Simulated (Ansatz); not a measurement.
# PtS2 monolayer (2H) under biaxial strain in the plane of the sheet, part 2 of 3

Wanted: the shifts of the zone-centre modes of PtS2 monolayer (2H) with strain.

Ansatz 0.2.0; DFT PBE, scalar-relativistic, plane waves, PAW; PAW set soft_1.

So far: The starting structure; A rough relaxation first; Relaxation.

### Step 4. Tight relaxation

Phonons need small forces and stress, so the relaxation is finished with tight tolerances on 15×15×1 k points.

Contents of input.yaml:

```yaml
crystal:
  lattice:
    - [3.4841280649, 0.0, 0.0]
    - [-1.7420640325, 3.0173434143, 0.0]
    - [0.0, 0.0, 30.0]
  atoms:
    - { symbol: Pt, position: [0.3333333333, 0.6666666667, 0.3333333333] }
    - { symbol: S, position: [0.6666666667, 0.3333333333, 0.3796772318] }
    - { symbol: S, position: [0.6666666667, 0.3333333333, 0.2869894349] }
  periodic: [true, true, false]
kpoints:
  mp_grid: { grid: [15, 15, 1] }
hamiltonian:
  xc: pbe
  pseudopotentials: { kind: paw, azcp: { folder: soft_1 } }
scf:
  occupations: { method: methfessel_paxton, width: 0.2 }
output:
  forces: true
  stress: true
  eigenvalues: true
  write_density: true
  write_potential: true
  elf: true
  volumetric_format: npy
relax:
  adjacent_minimum: "off"
  f_tol: 0.001
  max_steps: 60
  cell: { stress_2d_tol: 0.002 }
```

Launch:

```
ansatz run input.yaml --threads 4 --pin off --max-ram 16384MiB --backend cpu --events-out ev --progress --plain --runs-dir out
```

Numbers of over 12 decimals in the logs are rounded to 6 here.

Log:

```text
[...]
Crystal: 3 atoms, lattice volume = 315.384 Å³
Basis set: ecut = 420 eV, 6167 PW (Γ), exchange–correlation on 48×48×432 points (8 copies of the dense FFT grid, shifted against one another)
Bands: 19, of which v1, the nominal top of the filled ones, is band 15 counted from 1 (14 counted from 0)
Symmetry: 12 space group operations
[...]
--- Relaxed structure (4 steps of the walk, 4 accepted, 1 SCFs on fresh bases) ---
[...]
cell:  # Å, volume = 315.5855 Å³
    - [3.485239, 2.8876720881560085e-11, 0.0]
    - [-1.742619, 3.018305, 0.0]
    - [0.0, 0.0, 30.0]
  atoms:
    - { symbol: Pt, position: [0.333333, 0.666667, 0.333333] }
    - { symbol: S, position: [0.666667, 0.333333, 0.379636] }
    - { symbol: S, position: [0.666667, 0.333333, 0.287031] }
[key lines of the parts left out:]
SCF converged after 7 iterations
Free energy (F): -14328.148131 eV
Fermi energy:    -5.193975 eV
P = ½ c Tr σ = 0.0005 N/m
```

It took 27 s on 4 threads of Arm Neoverse V1, shared host; peak memory 0.64 GiB; 1.8 min of CPU time.

Little changed from the start: no atom moved by 0.005 Å and no cell edge by 0.1 %.

This step gave:

```yaml
area_per_atom: 3.507 Å²
```

Electrostatic potential energy in the ac plane at fractional y = 0.333, with atoms of S within 0.2 Å of it. With pseudopotentials it is smooth inside the atoms' cores, unlike the true potential.

Values in eV, 24 rows by 14 columns, each cell a mean:
```
  0   0   0   0   0   0   0   0   0   0   0   0   0   0
  0   0   0   0   0   0   0   0   0   0   0   0   0   0
  0   0   0   0   0   0   0   0   0   0   0   0   0   0
  0   0   0   0   0   0   0   0   0   0   0   0   0   0
  0   0   0   0   0   0   0   0   0   0   0   0   0   0
  0   0   0   0   0   0   0   0   0   0   0   0   0   0
  0   0   0   0   0   0   0   0   0   0   0   0   0   0
  0   0   0   0   0   0   0   0   0   0   0   0   0   0
  0   0   0   0   0   0   0   0   0   0   0   0   0   0
  0   0   0   0   0   0   0   0   0   0   0   0   0   0
  0   0   0   0   0   0   0   0   0   0   0   0   0   0
  0   0   0   0   0   0   0   0   0   0   0   0   0   0
  0   0   0   0   0   0   0   0   0   0   0   0   0   0
  0   0   0   0   0  -1  -1  -1  -1  -2  -2  -1  -1  -1
 -4  -2  -2  -2  -3  -6 -15 -26 -29 -30 -30 -27 -21 -10
 -7  -9 -10  -9  -8  -7  -9 -16 -19 -20 -20 -17 -12  -8
 -7  -7  -8  -8  -7  -8 -12 -21 -24 -25 -24 -22 -16  -9
 -3  -2  -1  -1  -2  -5 -12 -21 -24 -25 -25 -23 -16  -8
  0   0   0   0   0   0   0  -1  -1  -1  -1  -1   0   0
  0   0   0   0   0   0   0   0   0   0   0   0   0   0
  0   0   0   0   0   0   0   0   0   0   0   0   0   0
  0   0   0   0   0   0   0   0   0   0   0   0   0   0
  0   0   0   0   0   0   0   0   0   0   0   0   0   0
  0   0   0   0   0   0   0   0   0   0   0   0   0   0
```
Columns run along a (3.5 Å; values clipped at the 3rd and 97th percentile), rows up along c (30.0 Å). Atoms in or near the plane, at fractional coordinates: S at (0.67, 0.38), S at (0.67, 0.29).

ELF in the ac plane at fractional y = 0.333, with atoms of S within 0.2 Å of it. It is the smooth field of the valence electrons, not physical close to the nuclei.

Ten even steps from '_' (0.00) to '@' (0.83), each cell a mean:
```
____________________________
____________________________
____________________________
____________________________
____________________________
____________________________
____________________________
____________________________
____________________________
____________________________
____________________________
____________________________
____________________________
..______..::==**######**++==
**::....==%%@@@@**++++%%@@@@
==--------==++**++==++****++
==------==++**##++====**##**
++::__..==##@@@@%%####@@@@@@
..________..--++++****++==::
____________________________
____________________________
____________________________
____________________________
____________________________
```
Columns run along a (3.5 Å), rows up along c (30.0 Å). Atoms in or near the plane, at fractional coordinates: S at (0.67, 0.38), S at (0.67, 0.29).

Valence density in the ac plane at fractional y = 0.333, with atoms of S within 0.2 Å of it. It is the smooth field of the valence electrons, not physical close to the nuclei.

Values in units of 1e-1 e/Å³, 24 rows by 14 columns, each cell a mean:
```
0.0 0.0 0.0 0.0 0.0 0.0 0.0 0.0 0.0 0.0 0.0 0.0 0.0 0.0
0.0 0.0 0.0 0.0 0.0 0.0 0.0 0.0 0.0 0.0 0.0 0.0 0.0 0.0
0.0 0.0 0.0 0.0 0.0 0.0 0.0 0.0 0.0 0.0 0.0 0.0 0.0 0.0
0.0 0.0 0.0 0.0 0.0 0.0 0.0 0.0 0.0 0.0 0.0 0.0 0.0 0.0
0.0 0.0 0.0 0.0 0.0 0.0 0.0 0.0 0.0 0.0 0.0 0.0 0.0 0.0
0.0 0.0 0.0 0.0 0.0 0.0 0.0 0.0 0.0 0.0 0.0 0.0 0.0 0.0
0.0 0.0 0.0 0.0 0.0 0.0 0.0 0.0 0.0 0.0 0.0 0.0 0.0 0.0
0.0 0.0 0.0 0.0 0.0 0.0 0.0 0.0 0.0 0.0 0.0 0.0 0.0 0.0
0.0 0.0 0.0 0.0 0.0 0.0 0.0 0.0 0.0 0.0 0.0 0.0 0.0 0.0
0.0 0.0 0.0 0.0 0.0 0.0 0.0 0.0 0.0 0.0 0.0 0.0 0.0 0.0
0.0 0.0 0.0 0.0 0.0 0.0 0.0 0.0 0.0 0.0 0.0 0.0 0.0 0.0
0.0 0.0 0.0 0.0 0.0 0.0 0.0 0.0 0.0 0.0 0.0 0.0 0.0 0.0
0.0 0.0 0.0 0.0 0.0 0.0 0.0 0.0 0.0 0.0 0.0 0.0 0.0 0.0
0.2 0.1 0.1 0.1 0.1 0.3 0.4 0.7 0.9 1.1 1.0 0.8 0.5 0.3
1.9 1.1 0.8 0.9 1.5 3.0 5.7 8.6 8.4 7.0 7.6 8.8 7.2 4.3
3.9 4.3 4.7 4.5 4.0 4.0 4.7 6.0 6.4 6.1 6.2 6.3 5.3 4.2
3.6 3.5 3.7 3.6 3.6 4.1 5.5 7.3 7.1 6.2 6.6 7.4 6.5 4.7
1.5 0.8 0.6 0.7 1.2 2.4 4.6 7.3 7.7 7.0 7.3 7.6 5.9 3.4
0.1 0.1 0.1 0.1 0.1 0.1 0.2 0.4 0.5 0.5 0.5 0.4 0.3 0.2
0.0 0.0 0.0 0.0 0.0 0.0 0.0 0.0 0.0 0.0 0.0 0.0 0.0 0.0
0.0 0.0 0.0 0.0 0.0 0.0 0.0 0.0 0.0 0.0 0.0 0.0 0.0 0.0
0.0 0.0 0.0 0.0 0.0 0.0 0.0 0.0 0.0 0.0 0.0 0.0 0.0 0.0
0.0 0.0 0.0 0.0 0.0 0.0 0.0 0.0 0.0 0.0 0.0 0.0 0.0 0.0
0.0 0.0 0.0 0.0 0.0 0.0 0.0 0.0 0.0 0.0 0.0 0.0 0.0 0.0
```
Columns run along a (3.5 Å), rows up along c (30.0 Å). Atoms in or near the plane, at fractional coordinates: S at (0.67, 0.38), S at (0.67, 0.29).

The largest force component left is 0.098 meV/Å, within the tolerances set.

### Step 5. Modes at rest

The force constants come from the linear response of the density to a displacement.

The modes at rest are the reference of the series.

input.yaml, the sections that differ from step 4:

```yaml
crystal:
  lattice:
    - [3.485238871, 0.0, 0.0]
    - [-1.7426194355, 3.0183054005, 0.0]
    - [0.0, 0.0, 30.0]
  atoms:
    - { symbol: Pt, position: [0.3333333333, 0.6666666667, 0.3333333333] }
    - { symbol: S, position: [0.6666666667, 0.3333333333, 0.3796361141] }
    - { symbol: S, position: [0.6666666667, 0.3333333333, 0.2870305526] }
  periodic: [true, true, false]
output:
  eigenvalues: true
phonons:
  method: dfpt
# kpoints, hamiltonian, scf: as in step 4
# relax: removed
```

Log:

```text
[...]
Crystal: 3 atoms, lattice volume = 315.585 Å³
Basis set: ecut = 420 eV, 6167 PW (Γ), exchange–correlation on 48×48×432 points (8 copies of the dense FFT grid, shifted against one another)
Bands: 19, of which v1, the nominal top of the filled ones, is band 15 counted from 1 (14 counted from 0)
Symmetry: 12 space group operations
k-points: 64 of 225 (irreducible under 2 space group operations, time reversal used)
[...]
SCF iter   1: F=—  HF=-14329.162708 eV  |F-HF|=—  |Δ(HF+E_count)|=         —  Δρ=3.81e-2  dr2=6.16e0  ethr=3.10e-3  ⟨swp⟩=15.5  Hψ=11697  notcnv=0
[...]
SCF iter  11: F=-14328.148131 eV  HF=-14328.148131 eV  |F-HF|=5.09e-11  |Δ(HF+E_count)|=  7.64e-10  S|Δr|=    0.00e0  Δρ=2.87e-8  dr2=3.93e-12  ethr=1.00e-12  ⟨swp⟩=17.6  Hψ=11173  notcnv=0
SCF 1 converged in 11 iterations: F = -14328.148131 eV  dr2 = 3.93e-12
[...]
DFPT response loops at Γ: preconditioner auto → none (partly filled bands, converged f_vac=0.779); β = 0.50; Broyden in place of MSR1
SCF converged after 11 iterations
[...]
Free energy (F): -14328.148131 eV
[...]
Internal energy: -14328.145832 eV  (E = F + TS)
E sigma→0 (E₀):  -14328.147556 eV
Entropy (-TS):   -0.002299 eV (-0.766 meV/atom)
Fermi energy:    -5.193972 eV
Step filling:    the computed levels leave a gap of 0.0000 eV = 0.0 smearing widths at the electron count; against every level under it full and every level over it empty, smearing changes F+E_penalty+E_count by -2.390 meV and its σ→0 estimate by -1.815 meV
[...]
--- Band table (eV; the first three rows and the last of 64) ---
  k-point 0: bands = [... 11 lower, -7.5489, -6.7837, -4.8910, -4.8910, -4.5027, -4.5027, -2.1691, -0.4506]
  k-point 1: bands = [... 11 lower, -7.6112, -6.7338, -5.0219, -4.8324, -4.6791, -4.5980, -1.9073, -0.3820]
  k-point 2: bands = [... 11 lower, -7.7990, -6.6605, -5.2702, -5.0550, -4.8599, -4.6746, -1.3060, -0.1849]
  k-point 63: bands = [... 11 lower, -8.8174, -7.7350, -7.3589, -5.9457, -4.8176, -3.8517, -0.4098, 1.4577]
--- Phonons (Γ-DFPT): 4 representative perturbations + reference, on 64 of 225 k-points (Σ response iterations 23) ---
  k mesh reduced under 2 symmetry operations, with k and −k counted as one. Each operation leaves every solved perturbation unchanged. A smaller set is not used because it would not reduce the number of displacements times k-points to solve
  ASR residual: 1.161e-4 → 0.000e0 eV/Å²; symmetrization residual: 1.753e-5 eV/Å²
  ASR residual per site (eV/Å²): 1.16e-4 1.21e-5 1.21e-5
  Γ frequencies (cm⁻¹): -75.12 -75.12 0.00 0.00 0.00 89.29 126.50 126.50 306.84
  non-analytic LO–TO correction: not included (Born effective charges unavailable; polar crystals: no LO–TO splitting at Γ)
```

Elapsed: 72 s, on 4 threads; peak memory 1.5 GiB.

Reading the cycles: dr2 is the Hartree energy of the density residual (eV), the measure of convergence; HF is the Harris–Foulkes estimate of the energy, which meets the free energy F at convergence.

This step gave:

- sum-rule residual before enforcement: 1.16e-4 eV/Å²
- point group: -6m2
- highest optical mode at the zone centre (no LO-TO term): 306.8 cm⁻¹
- lowest optical zone-centre mode: -75.12 cm⁻¹

Patterns of degenerate modes are one choice out of their space. The modes at Γ (shares of kinetic energy by element, %) (negative means imaginary):

```
mode  frequency (cm⁻¹)  symmetry  Pt %  S %
   1             -75.1        E'    25   75
   2             -75.1        E'    25   75
   3               0.0  acoustic    75   25
   4               0.0  acoustic    75   25
   5               0.0  acoustic    75   25
   6              89.3      A2''    25   75
   7             126.5       E''     0  100
   8             126.5       E''     0  100
   9             306.8       A1'     0  100
```

Displacements in mode 1 (-75.1 cm⁻¹), the largest set to 1:
```
Pt1  0.00 -0.33  0.00
S2   0.00  1.00  0.00
S3   0.00  1.00  0.00
```

Displacements in mode 7 (126.5 cm⁻¹), the largest set to 1:
```
Pt1  0.00  0.00  0.00
S2  -0.02  1.00  0.00
S3   0.02 -1.00  0.00
```

Before it was imposed, the acoustic sum rule was missed by 1.2e-4 eV/Å². Small misses are needed for a sound result but don't prove that mesh and cutoff are converged. The lowest optical mode is imaginary, 75.1i cm⁻¹, so the energy falls along it.

### Step 6. A member of the series: biaxial strain of +5 % in the plane of the sheet

The cell takes a biaxial strain of +5 % in the plane of the sheet. The cell is held, and the atoms relax in it.

input.yaml, the sections that differ from step 5:

```yaml
crystal:
  lattice:
    - [3.6595008145, 0.0, 0.0]
    - [-1.8297504072, 3.1692206705, 0.0]
    - [0.0, 0.0, 30.0]
  atoms:
    - { symbol: Pt, position: [0.3333333333, 0.6666666667, 0.3333333333] }
    - { symbol: S, position: [0.6666666667, 0.3333333333, 0.3765065514] }
    - { symbol: S, position: [0.6666666667, 0.3333333333, 0.2901601153] }
  periodic: [true, true, false]
output:
  forces: true
  stress: true
  eigenvalues: true
relax:
  adjacent_minimum: "off"
  f_tol: 0.001
  max_steps: 60
# kpoints, hamiltonian, scf: as in step 5
# phonons: removed
```

Log:

```text
[...]
--- Relaxed structure (5 steps of the walk, 5 accepted, 0 SCFs on fresh bases) ---
  F+E_penalty+E_count = -14328.06534217 eV   max|allowed force component| = 1.348e-4 eV/Å
  cell:  # Å, volume = 347.9330 Å³
    - [3.659501, -2.8867572129151348e-11, 0.0]
    - [-1.829750, 3.169221, 0.0]
    - [0.0, 0.0, 30.0]
  atoms:
    - { symbol: Pt, position: [0.333333, 0.666667, 0.333333] }
    - { symbol: S, position: [0.666667, 0.333333, 0.375556] }
    - { symbol: S, position: [0.666667, 0.333333, 0.291111] }
[key lines of the parts left out:]
SCF converged after 5 iterations
Free energy (F): -14328.065342 eV
Fermi energy:    -4.914746 eV
P = ½ c Tr σ = -1.8945 N/m
```

It took 23 s on 4 threads; peak memory 0.66 GiB.

The steps of the relaxation:

```
step  energy less that of the first step (eV)  largest force component (eV/Å)
   1                                   0.0000                          0.2344
   2                                  -0.0054                          0.1016
   3                                  -0.0067                          0.0044
   4                                  -0.0067                          0.0042
   5                                  -0.0067                          0.0001
```

The run keeps the 12 symmetry operations that it works with, so distortions that break them were not tested.

The atoms that moved most (Å):

```
atom     dx     dy      dz  length
  S2  0.000  0.000  -0.029   0.029
  S3  0.000  0.000   0.029   0.029
```

The relaxed structure:

```
Pt S
1.0
     3.65950    0.00000    0.00000
    -1.82975    3.16922    0.00000
     0.00000    0.00000   30.00000
Pt S
1 2
Direct
  0.33333 0.66667 0.33333
  0.66667 0.33333 0.37556
  0.66667 0.33333 0.29111
```

Numbers from this step:

```
area per atom : 3.866 Å²
```

The largest force component left is 0.13 meV/Å.

### Step 7. Modes of this member: biaxial strain of +5 % in the plane of the sheet

The zone-centre modes follow for biaxial strain of +5 % in the plane of the sheet.

input.yaml, the sections that differ from step 6:

```yaml
crystal:
  lattice:
    - [3.6595008145, 0.0, 0.0]
    - [-1.8297504072, 3.1692206705, 0.0]
    - [0.0, 0.0, 30.0]
  atoms:
    - { symbol: Pt, position: [0.3333333333, 0.6666666667, 0.3333333333] }
    - { symbol: S, position: [0.6666666667, 0.3333333333, 0.3755555914] }
    - { symbol: S, position: [0.6666666667, 0.3333333333, 0.2911110753] }
  periodic: [true, true, false]
output:
  eigenvalues: true
phonons:
  method: dfpt
# kpoints, hamiltonian, scf: as in step 6
# relax: removed
```

Log:

```text
[...]
Crystal: 3 atoms, lattice volume = 347.933 Å³
Basis set: ecut = 420 eV, 6749 PW (Γ), exchange–correlation on 50×50×432 points (8 copies of the dense FFT grid, shifted against one another)
Bands: 19, of which v1, the nominal top of the filled ones, is band 15 counted from 1 (14 counted from 0)
Symmetry: 12 space group operations
k-points: 64 of 225 (irreducible under 2 space group operations, time reversal used)
[...]
SCF iter   1: F=—  HF=-14328.896848 eV  |F-HF|=—  |Δ(HF+E_count)|=         —  Δρ=3.39e-2  dr2=5.34e0  ethr=3.10e-3  ⟨swp⟩=15.1  Hψ=11588  notcnv=0
[...]
SCF iter  11: F=-14328.065342 eV  HF=-14328.065342 eV  |F-HF|=1.46e-11  |Δ(HF+E_count)|=  9.42e-10  S|Δr|=    0.00e0  Δρ=2.92e-8  dr2=4.18e-12  ethr=1.00e-12  ⟨swp⟩=17.2  Hψ=11004  notcnv=0
SCF 1 converged in 11 iterations: F = -14328.065342 eV  dr2 = 4.18e-12
[...]
SCF converged after 11 iterations
[...]
Free energy (F): -14328.065342 eV
[...]
Internal energy: -14328.061648 eV  (E = F + TS)
E sigma→0 (E₀):  -14328.064419 eV
Entropy (-TS):   -0.003694 eV (-1.231 meV/atom)
Fermi energy:    -4.914717 eV
[...]
--- Band table (eV; the first three rows and the last of 64) ---
  k-point 0: bands = [... 11 lower, -7.0031, -5.7441, -4.8261, -4.8261, -4.3877, -4.3877, -2.9143, -0.5105]
  k-point 1: bands = [... 11 lower, -7.0703, -5.7285, -4.9166, -4.7680, -4.5806, -4.4874, -2.6413, -0.4531]
  k-point 2: bands = [... 11 lower, -7.2675, -5.7863, -5.0246, -4.9665, -4.7611, -4.6094, -2.0442, -0.2908]
  k-point 63: bands = [... 11 lower, -8.4573, -7.4008, -7.1366, -5.9611, -4.3940, -3.6162, -0.2348, 1.2701]
[...]
ASR residual: 1.189e-4 → 0.000e0 eV/Å²; symmetrization residual: 2.152e-5 eV/Å²
  ASR residual per site (eV/Å²): 1.19e-4 9.42e-6 9.42e-6
  Γ frequencies (cm⁻¹): -196.26 -196.26 0.00 0.00 0.00 26.63 119.99 119.99 263.65
[...]
```

Run time: 89 s. Hardware: 4 threads; peak memory 1.6 GiB.

Numbers from this step:

* sum-rule residual before enforcement: 1.19e-4 eV/Å²
* highest optical mode at the zone centre (no LO-TO term): 263.6 cm⁻¹
* lowest optical zone-centre mode: -196.3 cm⁻¹

Patterns of degenerate modes are one choice out of their space. The modes at Γ (shares of kinetic energy by element, %) (negative means imaginary):

```
mode  frequency (cm⁻¹)  symmetry  Pt %  S %
   1            -196.3        E'    25   75
   2            -196.3        E'    25   75
   3               0.0  acoustic    75   25
   4               0.0  acoustic    75   25
   5               0.0  acoustic    75   25
   6              26.6      A2''    25   75
   7             120.0       E''     0  100
   8             120.0       E''     0  100
   9             263.6       A1'     0  100
```

Displacements in mode 1 (-196.3 cm⁻¹), the largest set to 1:
```
Pt1  0.00 -0.33  0.00
S2   0.00  1.00  0.00
S3   0.00  1.00  0.00
```

Displacements in mode 7 (120.0 cm⁻¹), the largest set to 1:
```
Pt1  0.00  0.00  0.00
S2  -0.19  1.00  0.00
S3   0.19 -1.00  0.00
```

The lowest optical mode is imaginary, 196.3i cm⁻¹, so the energy falls along it, and the highest lies at 263.6 cm⁻¹.

Between step 5 and this run (strain 5 %) the value for the highest optical mode at the zone centre (no LO-TO term) moves from 307 cm⁻¹ to 264 cm⁻¹ (-14 %).

### Step 8. A member of the series: biaxial strain of -3 % in the plane of the sheet

The cell takes a biaxial strain of -3 % in the plane of the sheet. The cell is held, and the atoms relax in it.

input.yaml, the sections that differ from step 7:

```yaml
crystal:
  lattice:
    - [3.3806817048, 0.0, 0.0]
    - [-1.6903408524, 2.9277562385, 0.0]
    - [0.0, 0.0, 30.0]
  atoms:
    - { symbol: Pt, position: [0.3333333333, 0.6666666667, 0.3333333333] }
    - { symbol: S, position: [0.6666666667, 0.3333333333, 0.381060102] }
    - { symbol: S, position: [0.6666666667, 0.3333333333, 0.2856065646] }
  periodic: [true, true, false]
output:
  forces: true
  stress: true
  eigenvalues: true
relax:
  adjacent_minimum: "off"
  f_tol: 0.001
  max_steps: 60
# kpoints, hamiltonian, scf: as in step 7
# phonons: removed
```

Log:

```text
[...]
Crystal: 3 atoms, lattice volume = 296.934 Å³
Basis set: ecut = 420 eV, 5825 PW (Γ), exchange–correlation on 48×48×432 points (8 copies of the dense FFT grid, shifted against one another)
Bands: 19, of which v1, the nominal top of the filled ones, is band 15 counted from 1 (14 counted from 0)
Symmetry: 12 space group operations
[...]
--- Relaxed structure (4 steps of the walk, 4 accepted, 0 SCFs on fresh bases) ---
  F+E_penalty+E_count = -14328.10572974 eV   max|allowed force component| = 1.094e-5 eV/Å
  cell:  # Å, volume = 296.9344 Å³
    - [3.380682, 0.0, 0.0]
    - [-1.690341, 2.927756, 0.0]
    - [0.0, 0.0, 30.0]
  atoms:
    - { symbol: Pt, position: [0.333333, 0.666667, 0.333333] }
    - { symbol: S, position: [0.666667, 0.333333, 0.381771] }
    - { symbol: S, position: [0.666667, 0.333333, 0.284895] }
[key lines of the parts left out:]
SCF converged after 3 iterations
Free energy (F): -14328.105730 eV
Fermi energy:    -5.216572 eV
P = ½ c Tr σ = 2.2989 N/m
```

Wall time 16 s (4 threads); peak memory 0.6 GiB; 60 s of CPU time.

Step by step:

```
step  energy less that of the first step (eV)  largest force component (eV/Å)
   1                                   0.0000                          0.2585
   2                                  -0.0055                          0.0014
   3                                  -0.0055                          0.0014
   4                                  -0.0055                          0.0000
```

The run keeps the 12 symmetry operations that it works with, so distortions that break them were not tested.

The atoms that moved most (Å):

```
atom     dx     dy      dz  length
  S2  0.000  0.000   0.021   0.021
  S3  0.000  0.000  -0.021   0.021
```

The relaxed structure:

```cif
data_structure
_symmetry_space_group_name_H-M 'P 1'
_symmetry_Int_Tables_number 1
_cell_length_a 3.3807
_cell_length_b 3.3807
_cell_length_c 30.0000
_cell_angle_alpha 90.000
_cell_angle_beta 90.000
_cell_angle_gamma 120.000
_cell_volume 296.93
loop_
_atom_site_label
_atom_site_type_symbol
_atom_site_fract_x
_atom_site_fract_y
_atom_site_fract_z
_atom_site_occupancy
Pt1 Pt 0.33333 0.66667 0.33333 1
S2 S 0.66667 0.33333 0.38177 1
S3 S 0.66667 0.33333 0.28490 1
```

This step gave:

| Quantity | Value |
| --- | --- |
| area per atom | 3.299 Å² |

The largest force component left is 0.011 meV/Å.

(Part 2 of 3 ends here.)

[Logs are printed without paths, hosts, clocks, repeated set-up lines and the standing remarks that a program may print on its own settings, such as how far it seeks lower states.]

[Hosts, paths, dates, database ids (printed as entryN), source tags and the programs' standing remarks are cut or masked in the printed files.]
